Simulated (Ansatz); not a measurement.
Rows from a G0W0 calculation on CsH (rocksalt (001) film, 5 layers) (Ansatz 0.2.0; G0W0 on LDA, plane waves, PAW; PAW set soft_1; 4×4×1 mesh, 1146 empty bands, screening to 65 eV, PAW set soft_1 files), in eV. Spin-orbit coupling is left out.

| row | Σx | Σc | Vxc | Z |
| --- | --- | --- | --- | --- |
| A | -13.89 | 1.91 | -10.71 | 0.74 |
| B | -13.65 | 1.94 | -10.44 | 0.74 |
| C | -3.69 | -3.03 | -7.75 | 0.82 |
| D | -3.62 | -3.03 | -7.71 | 0.81 |
| E | -3.70 | -3.06 | -7.80 | 0.82 |
| F | -14.04 | 1.93 | -10.90 | 0.75 |

Which rows are filled states and which are empty ones, and how can one tell?

Filled: A, B and F. Empty: C, D and E. The sign of Σc tells: for a filled state bare exchange, which holds its interaction with itself, lies below Vxc (Σx − Vxc is -3.1 eV or lower here) and screening gives part back as a positive Σc. For an empty state Σx lies above Vxc (+4.1 eV or more) and the Coulomb hole leaves Σc negative.

[Runs of the session that timed out or met a known fault of the program may be left out.]

[Cells called generated may have been cut or substituted from an entry of the Crystallography Open Database or the Materials Project.]

[Hosts, paths, dates, database ids (printed as entryN), source tags and the programs' standing remarks are cut or masked in the printed files.]
